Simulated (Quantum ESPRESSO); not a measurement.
## MnF2: parallel and opposed starts: run 2, typed as antiferro +−

Quantum ESPRESSO 7.5; PBE with U = 4 eV on Mn d (ortho-atomic projectors); plane waves with GBRV 1.5 PBE potentials, no spin-orbit coupling.

pw.in reads:

```
&CONTROL
  calculation = 'scf'
  prefix = 'pwscf'
  outdir = './tmp'
  pseudo_dir = './pseudo'
  disk_io = 'nowf'
/
&SYSTEM
  ibrav = 0
  nat = 6
  ntyp = 3
  ecutwfc = 40
  ecutrho = 280
  nbnd = 39
  occupations = 'smearing'
  smearing = 'fd'
  degauss = 0.00734986
  nspin = 2
  starting_magnetization(1) = 0.3
  starting_magnetization(2) = -0.3
  starting_magnetization(3) = 0
/
&ELECTRONS
  conv_thr = 1.2d-08
  electron_maxstep = 150
  mixing_beta = 0.3
/
ATOMIC_SPECIES
Mn1    54.9380 mn_pbe_v1.5.uspp.F.UPF
Mn2    54.9380 mn_pbe_v1.5.uspp.F.UPF
F      18.9984 f_pbe_v1.4.uspp.F.UPF
CELL_PARAMETERS angstrom
   4.8738000000    0.0000000000    0.0000000000
   0.0000000000    4.8738000000    0.0000000000
   0.0000000000    0.0000000000    3.3107000000
ATOMIC_POSITIONS crystal
Mn1     0.0000000000    0.0000000000    0.0000000000
Mn2     0.5000000000    0.5000000000    0.5000000000
F       0.3053000000    0.3053000000    0.0000000000
F       0.1947000000    0.8053000000    0.5000000000
F       0.6947000000    0.6947000000    0.0000000000
F       0.8053000000    0.1947000000    0.5000000000
K_POINTS automatic
6 6 6 0 0 0
HUBBARD {ortho-atomic}
U Mn1-3d 4.0000
U Mn2-3d 4.0000
```

Started as:

```sh
OMP_NUM_THREADS=1 mpirun -n 2 pw.x -nk 2 -in pw.in > pw.out
```

Q: Predict the spin moment in the atom's sphere.

Opposed moments of equal size cancel, so the cell has no net moment. Symmetry leaves 2 kinds of site among the 6 atoms, and equivalent atoms carry values of equal size.

Spin density in the ab plane at fractional z = 0.000, with atoms of Mn and F within 0.2 Å of it.

Valence density in the ab plane at fractional z = 0.000, with atoms of Mn and F within 0.2 Å of it. It is the smooth field of the valence electrons, not physical close to the nuclei.

Spin moment in the atom's sphere by atom:

```csv
atom,spin moment in the atom's sphere (μB)
Mn1,4.24
Mn2,-4.24
F3,-0.02
F4,0.02
F5,-0.02
F6,0.02
```

This step gave:

```yaml
magnetization: 0 μB
absolute_magnetization: 9.756 μB
final_state: antiferromagnetic
```

Values in e/Å³, 13 rows by 14 columns, each cell a mean:
```
 5.2  2.2  0.5  0.1  0.0  0.0  0.0  0.0  0.0  0.0  0.0  0.2  1.0  3.8
 1.0  0.5  0.2  0.0  0.0  0.0  0.0  0.0  0.0  0.0  0.0  0.1  0.3  0.8
 0.2  0.1  0.1  0.0  0.0  0.0  0.0  0.0  0.0  0.0  0.0  0.0  0.0  0.1
 0.0  0.0  0.0  0.0  0.0  0.0  0.0  0.0  0.0 -0.1  0.0  0.0  0.0  0.0
 0.0  0.0  0.0  0.0  0.0  0.0  0.0  0.0  0.0 -0.1  0.0  0.0  0.0  0.0
 0.0  0.0  0.0  0.0  0.0  0.0  0.0  0.0  0.0  0.0  0.0  0.0  0.0  0.0
 0.0  0.0  0.0  0.0  0.0  0.0  0.0  0.0  0.0  0.0  0.0  0.0  0.0  0.0
 0.0  0.0  0.0  0.0  0.0  0.0  0.0  0.0  0.0  0.0  0.0  0.0  0.0  0.0
 0.0  0.0  0.0  0.0 -0.1 -0.1  0.0  0.0  0.0  0.0  0.0  0.0  0.0  0.0
 0.1  0.0  0.0  0.0  0.0  0.0  0.0  0.0  0.0  0.0  0.0  0.0  0.0  0.1
 0.4  0.2  0.1  0.0  0.0  0.0  0.0  0.0  0.0  0.0  0.0  0.1  0.2  0.3
 2.7  1.2  0.3  0.0  0.0  0.0  0.0  0.0  0.0  0.0  0.0  0.1  0.6  1.9
 6.9  3.3  0.6  0.1  0.0  0.0  0.0  0.0  0.0  0.0  0.0  0.2  1.3  5.2
```
Columns run along a (4.9 Å), rows up along b (4.9 Å). Atoms in or near the plane, at fractional coordinates: Mn at (0.00, 0.00), F at (0.31, 0.31), F at (0.69, 0.69).

Ten steps, logarithmic in the rise over the least value, from '_' (0 e/Å³) to '@' (16 e/Å³), each cell a mean:
```
@@%%==..____________..::**@@
**==::__________::----::--++
::..__________::==####++::::
______________--**@@@@**--..
______________::++%%%%++::__
______________..--++==--..__
____..::--::............____
__..--++##**--..____________
__..==##@@%%++..____________
....==##%%##==..____________
==----==++==::__________::--
%%**--::::..__________..==##
@@@@++..______________::##@@
```
Columns run along a (4.9 Å), rows up along b (4.9 Å). Atoms in or near the plane, at fractional coordinates: Mn at (0.00, 0.00), F at (0.31, 0.31), F at (0.69, 0.69).

[Logs and program files are shortened in this print: banners, set-up blocks, solver, clock and traceback lines can be left out without a mark of their own.]

[Logs are printed without paths, hosts, clocks, repeated set-up lines and the standing remarks that a program may print on its own settings, such as how far it seeks lower states.]

[Hosts, paths, dates, database ids (printed as entryN), source tags and the programs' standing remarks are cut or masked in the printed files.]

[Where a cell is said to come from a database of computed structures, the database is the Materials Project.]
